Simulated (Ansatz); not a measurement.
# ZrCdS3 (model cell, started as cubic perovskite with Zr in the octahedra): from the cell to its phonons

Aim: the phonons of ZrCdS3 (model cell, started as cubic perovskite with Zr in the octahedra) at a cell relaxed beforehand at this level. After the zone centre comes a 2×2×2 q mesh on a 8×8×8 k mesh.

Calculated with Ansatz 0.2.0; DFT PBEsol, scalar-relativistic, plane waves, PAW; PAW set soft_1.

The structure was built from a prototype and need not be the compound's stable phase.

## (1) The structure

The structure is cubic, space group Pm-3m (No. 221). The conventional cell has a = 4.920 Å, b = 4.920 Å, c = 4.920 Å, α = 90.00°, β = 90.00°, γ = 90.00°. Nearest to Cd lie 12 S at 3.48 Å. Zr has 6 S at 2.46 Å nearest. Nearest to S lie 2 Zr at 2.46 Å. Farther neighbours and most contacts between anions are not listed.

## (2) Zone-centre response

The cell comes from relaxations at this level that are not shown. The zone centre comes first: it holds the modes that light can see, as far as symmetry allows. No field response is asked, since the mesh shows no gap.

Input file input.yaml:

```yaml
crystal:
  lattice:
    - [4.9204475525, 0.0, 0.0]
    - [0.0, 4.9204475525, 0.0]
    - [0.0, 0.0, 4.9204475525]
  atoms:
    - { symbol: Cd, position: [0.0, 0.0, 0.0] }
    - { symbol: Zr, position: [0.5, 0.5, 0.5] }
    - { symbol: S, position: [0.5, 0.5, 0.0] }
    - { symbol: S, position: [0.5, 0.0, 0.5] }
    - { symbol: S, position: [0.0, 0.5, 0.5] }
kpoints:
  mp_grid: { grid: [8, 8, 8] }
hamiltonian:
  xc: pbesol
  pseudopotentials: { kind: paw, azcp: { folder: soft_1 }, xc_functional: pbe }
scf:
  occupations: { method: methfessel_paxton, width: 0.2 }
output:
  eigenvalues: true
phonons:
  method: dfpt
```

The run is started by

```bash
> ansatz run input.yaml --threads 8 --pin off --max-ram 16384MiB --backend cpu --events-out ev --progress --plain --runs-dir out
```

Numbers of over 12 decimals in the logs are rounded to 6 here.

What it wrote:

```text
zone centre: on kpoints.mp_grid the ground state, and the responses unless they are solved on pairs of k-points, stand on 125 of the mesh's 512 k-points, reduced under 8 symmetry operations, with k and −k counted as one. Each operation leaves every solved displacement unchanged or reverses it
Engine: ansatz 0.2.0, x86_64-unknown-linux-gnu
Pseudopotentials: kind: paw
Pseudopotential: Cd, paw, valence charge 20, recommended cutoff 420 eV (normal), soft_1/Cd.paw.azcp
Pseudopotential: Zr, paw, valence charge 12, recommended cutoff 420 eV (normal), soft_1/Zr.paw.azcp
Pseudopotential: S, paw, valence charge 6, recommended cutoff 420 eV (normal), soft_1/S.paw.azcp
Functional definition: PBEsol
  exchange = pbesol_x
  correlation = pbesol_c
Crystal: 5 atoms, lattice volume = 119.128 Å³
Basis set: ecut = 420 eV, 2325 PW (Γ), exchange–correlation on 72×72×72 points (8 copies of the dense FFT grid, shifted against one another)
Bands: 30, of which v1, the nominal top of the filled ones, is band 25 counted from 1 (24 counted from 0)
Symmetry: 48 space group operations
k-points: 125 of 512 (irreducible under 8 space group operations)
Non-local potential: Cd, projectors of the file, l = 0: 3, l = 1: 2, l = 2: 2, l = 3: 1
Non-local potential: Zr, projectors of the file, l = 0: 3, l = 1: 2, l = 2: 2, l = 3: 1
Non-local potential: S, projectors of the file, l = 0: 2, l = 1: 2, l = 2: 1
PAW form: soft (Blöchl's): semilocal exchange-correlation on the pseudo side does not see the compensation charge
PAW frozen core: Cd, regenerated for the run's functional, and the local potential with it (the file was generated under x = pbe(κ = 0.804, μ = 0.219515), c = pbe(β = 0.066725))
PAW frozen core: Zr, regenerated for the run's functional, and the local potential with it (the file was generated under x = pbe(κ = 0.804, μ = 0.219515), c = pbe(β = 0.066725))
PAW frozen core: S, regenerated for the run's functional, and the local potential with it (the file was generated under x = pbe(κ = 0.804, μ = 0.219515), c = pbe(β = 0.066725))
PAW one-centre angular grid: Cd, 590 points (default); XC on 64 Gauss nodes
PAW one-centre angular grid: Zr, 590 points (default); XC on 64 Gauss nodes
PAW one-centre angular grid: S, 110 points (default); XC on 64 Gauss nodes
Initial density: superposition of atomic densities (chi_scale 0.1, normalization cell, long waves kept (reshape's long-wave potential 0.00 eV rms))
Initial wavefunctions: pseudopotential atomic-orbital guess
Functional: x = pbesol(κ = 0.804, μ = 0.123457), c = pbesol(β = 0.046)
SCF iter   1: F=—  HF=-14971.455358 eV  |F-HF|=—  |Δ(HF+E_count)|=         —  Δρ=3.98e-2  dr2=4.29e0  ethr=3.10e-3  ⟨swp⟩=6.1  Hψ=16476  notcnv=0
preconditioner: auto → Kerker (q_TF=auto, 2.361 Å⁻¹)  [metal: Δε(μ)=0.001 eV  Ē_g=7.791 eV  σ=0.200 eV  W_gap=0.00  n_scr=26 (ndim 8)  ℏωp=19.8 eV  f_vac=0.000  D(μ)=3.09/eV (n_scr^D=18)]
SCF iter   2: F=—  HF=-14970.829781 eV  |F-HF|=—  |Δ(HF+E_count)|=   6.26e-1  S|Δr|=    0.00e0  Δρ=2.28e-2  dr2=1.77e0  ethr=3.10e-3  ⟨swp⟩=2.0  Hψ=5147  notcnv=0
SCF iter   3: F=—  HF=-14970.411060 eV  |F-HF|=—  |Δ(HF+E_count)|=   4.19e-1  S|Δr|=    0.00e0  Δρ=6.28e-3  dr2=1.65e-1  ethr=3.10e-3  ⟨swp⟩=2.7  Hψ=6040  notcnv=0
SCF iter   4: F=—  HF=-14970.369228 eV  |F-HF|=—  |Δ(HF+E_count)|=   4.18e-2  S|Δr|=    0.00e0  Δρ=2.59e-3  dr2=1.77e-2  ethr=3.29e-4  ⟨swp⟩=2.5  Hψ=7320  notcnv=0
SCF iter   5: F=—  HF=-14970.366068 eV  |F-HF|=—  |Δ(HF+E_count)|=   3.16e-3  S|Δr|=    0.00e0  Δρ=8.87e-4  dr2=8.64e-4  ethr=3.55e-5  ⟨swp⟩=2.0  Hψ=5359  notcnv=0
SCF iter   6: F=—  HF=-14970.366036 eV  |F-HF|=—  |Δ(HF+E_count)|=   3.17e-5  S|Δr|=    0.00e0  Δρ=2.02e-4  dr2=6.94e-5  ethr=1.73e-6  ⟨swp⟩=2.0  Hψ=6977  notcnv=0  defer=6
SCF iter   7: F=—  HF=-14970.366076 eV  |F-HF|=—  |Δ(HF+E_count)|=   4.04e-5  S|Δr|=    0.00e0  Δρ=5.62e-5  dr2=7.93e-6  ethr=1.39e-7  ⟨swp⟩=2.1  Hψ=4789  notcnv=0  defer=6
SCF iter   8: F=—  HF=-14970.366076 eV  |F-HF|=—  |Δ(HF+E_count)|=   7.86e-7  S|Δr|=    0.00e0  Δρ=1.17e-5  dr2=2.67e-7  ethr=1.59e-8  ⟨swp⟩=2.1  Hψ=5595  notcnv=0  defer=6
SCF iter   9: F=—  HF=-14970.366091 eV  |F-HF|=—  |Δ(HF+E_count)|=   1.52e-5  S|Δr|=    0.00e0  Δρ=3.49e-6  dr2=3.14e-8  ethr=5.35e-10  ⟨swp⟩=2.1  Hψ=5170  notcnv=0  defer=6
SCF iter  10: F=—  HF=-14970.366091 eV  |F-HF|=—  |Δ(HF+E_count)|=  4.55e-10  S|Δr|=    0.00e0  Δρ=5.38e-7  dr2=3.87e-10  ethr=6.29e-11  ⟨swp⟩=2.3  Hψ=5791  notcnv=0  defer=6
SCF iter  11: F=-14970.366091 eV  HF=-14970.366091 eV  |F-HF|=1.09e-11  |Δ(HF+E_count)|=  2.67e-10  S|Δr|=    0.00e0  Δρ=1.03e-7  dr2=8.66e-12  ethr=1.00e-12  ⟨swp⟩=7.0  Hψ=22529  notcnv=0
SCF 1 converged in 11 iterations: F = -14970.366091 eV  dr2 = 8.66e-12
  greatest PAW one-centre occupation: 1.000 electrons in one spin orbital (limit 2), on the Cd atom at site 0 (counted from 0), in its partial waves of l = 0
DFPT response loops at Γ: preconditioner auto → Kerker (q_TF=auto, 2.361 Å⁻¹) (partly filled bands, converged f_vac=0.003); β = 1.00, the filter's whole step (`scf.mixing.beta` (0.50) is not read by the response loops under this deck's `scf.mixing.preconditioner`; to damp them name `kerker` or `kerker_dos`, under which they read `scf.mixing.beta`, and type it under 1.00, their step now; both keys bind the ground state too); Broyden in place of MSR1
SCF converged after 11 iterations
Stability not checked: this state was not tested for a lower state beside it, because cold or Methfessel-Paxton smearing, or corrected tetrahedra, fill the levels in a way that the test cannot read (fill_not_monotonic; see scf.lower_state_search)
Free energy (F): -14970.366091 eV
Harris-Foulkes:  -14970.366091 eV  (|F-HF|=1.09e-11)
Internal energy: -14970.356736 eV  (E = F + TS)
E sigma→0 (E₀):  -14970.363752 eV
Entropy (-TS):   -0.009355 eV (-1.871 meV/atom)
Fermi energy:    7.115321 eV
--- Per-component energies (eV) ---
  E_band       = -680.112925
  E_kinetic    = 1072.169271
  E_local      = -5109.758506  (includes V_loc(G=0)·N_el)
  E_nonlocal   = 303.449023
  E_hartree    = 2180.594807
  E_xc         = -570.622034
  E_vxc        = -622.245119  (∫ρ·V_xc dr)
  E_paw        = -8718.291825  (= ΣΔE_a)
  E_vpaw       = -684.917493  (= ΣTr[D̂ρ^β])
  E_aug_tail   = 0.000266  (compensation charges beyond the density's cutoff)
  E_ewald      = -4128.591268
  E_core_change = 0.693530  (= ΣΔE_core)
  E_smearing   = -0.009355  (= −TS)
  E_closure    = -0.000000  (closes the sum)
  Σ components = -14970.366091   (vs F -14970.366091, Δ=0.00e0)
--- Band table (eV; the first three rows and the last of 125) ---
  k-point 0: bands = [... 21 lower, 6.1008, 6.1008, 6.7086, 6.7086, 6.7086, 7.8622, 7.8622, 7.8622, ... 1 higher]
  k-point 1: bands = [... 21 lower, 5.8765, 6.0477, 6.6030, 6.6030, 6.6730, 7.8692, 8.3346, 8.3346, ... 1 higher]
  k-point 2: bands = [... 21 lower, 5.3966, 5.9262, 6.5796, 6.5796, 7.2472, 7.8863, 9.2105, 9.2105, ... 1 higher]
  k-point 124: bands = [... 21 lower, 3.2528, 5.6842, 7.3617, 7.3617, 7.3617, 10.7764, 10.7764, 10.7764, ... 1 higher]
--- Phonons (Γ-DFPT): 4 representative perturbations + reference, on 125 of 512 k-points (Σ response iterations 12) ---
  k mesh reduced under 8 symmetry operations, with k and −k counted as one. Each operation leaves every solved displacement unchanged or reverses it
  ASR residual: 7.751e-5 → 0.000e0 eV/Å²; symmetrization residual: 1.877e-5 eV/Å²
  ASR residual per site (eV/Å²): 5.25e-5 7.22e-6 7.75e-5 7.75e-5 7.75e-5
  Γ frequencies (cm⁻¹): -135.65 -135.65 -135.65 -118.82 -118.82 -118.82 -57.26 -57.26 -57.26 0.00 0.00 0.00 356.74 356.74 356.74
  non-analytic LO–TO correction: not included (Born effective charges unavailable; polar crystals: no LO–TO splitting at Γ)
```

Elapsed: 24 s, on 8 threads of AMD EPYC 7B13 (Zen 3), shared host; peak memory 1.7 GiB; 2.7 min of CPU time.

This step gave:

```
volume per atom                                         : 23.83 Å³
gap on the k-mesh                                       : 0 eV
sum-rule residual before enforcement                    : 7.75e-5 eV/Å²
point group                                             : m-3m
highest optical mode at the zone centre (no LO-TO term) : 356.7 cm⁻¹
lowest optical zone-centre mode                         : -135.7 cm⁻¹
```

Patterns of degenerate modes are one choice out of their space. The modes at Γ (shares of kinetic energy by element, %) (negative means imaginary):

| mode | frequency (cm⁻¹) | symmetry | Cd % | Zr % | S % |
| --- | --- | --- | --- | --- | --- |
| 1 | -135.7 | T2u | 0 | 0 | 100 |
| 2 | -135.7 | T2u | 0 | 0 | 100 |
| 3 | -135.7 | T2u | 0 | 0 | 100 |
| 4 | -118.8 | T1u | 18 | 10 | 73 |
| 5 | -118.8 | T1u | 18 | 10 | 73 |
| 6 | -118.8 | T1u | 18 | 10 | 73 |
| 7 | -57.3 | T1u | 45 | 49 | 6 |
| 8 | -57.3 | T1u | 45 | 49 | 6 |
| 9 | -57.3 | T1u | 45 | 49 | 6 |
| 10 | 0.0 | acoustic | 37 | 30 | 32 |
| 11 | 0.0 | acoustic | 37 | 30 | 32 |
| 12 | 0.0 | acoustic | 37 | 30 | 32 |
| 13 | 356.7 | T1u | 0 | 11 | 89 |
| 14 | 356.7 | T1u | 0 | 11 | 89 |
| 15 | 356.7 | T1u | 0 | 11 | 89 |

Displacements in mode 1 (-135.7 cm⁻¹), the largest set to 1:
```
Cd1  0.00  0.00  0.00
Zr2  0.00  0.00  0.00
S3   0.02 -1.00  0.00
S4  -0.02  0.00  0.27
S5   0.00  1.00 -0.27
```

Displacements in mode 13 (356.7 cm⁻¹), the largest set to 1:
```
Cd1  0.00  0.00  0.00
Zr2  0.00 -0.21  0.00
S3   0.00 -0.20 -0.02
S4   0.00  1.00  0.00
S5   0.00 -0.20  0.00
```

Before it was imposed, the acoustic sum rule was missed by 7.8e-5 eV/Å². Small misses are needed for a sound result but don't prove that mesh and cutoff are converged. The lowest optical mode is imaginary, 135.7i cm⁻¹, so the energy falls along it.

(Part 1 of 2 ends here.)

[Logs are printed without paths, hosts, clocks, repeated set-up lines and the standing remarks that a program may print on its own settings, such as how far it seeks lower states.]

[Hosts, paths, dates, database ids (printed as entryN), source tags and the programs' standing remarks are cut or masked in the printed files.]
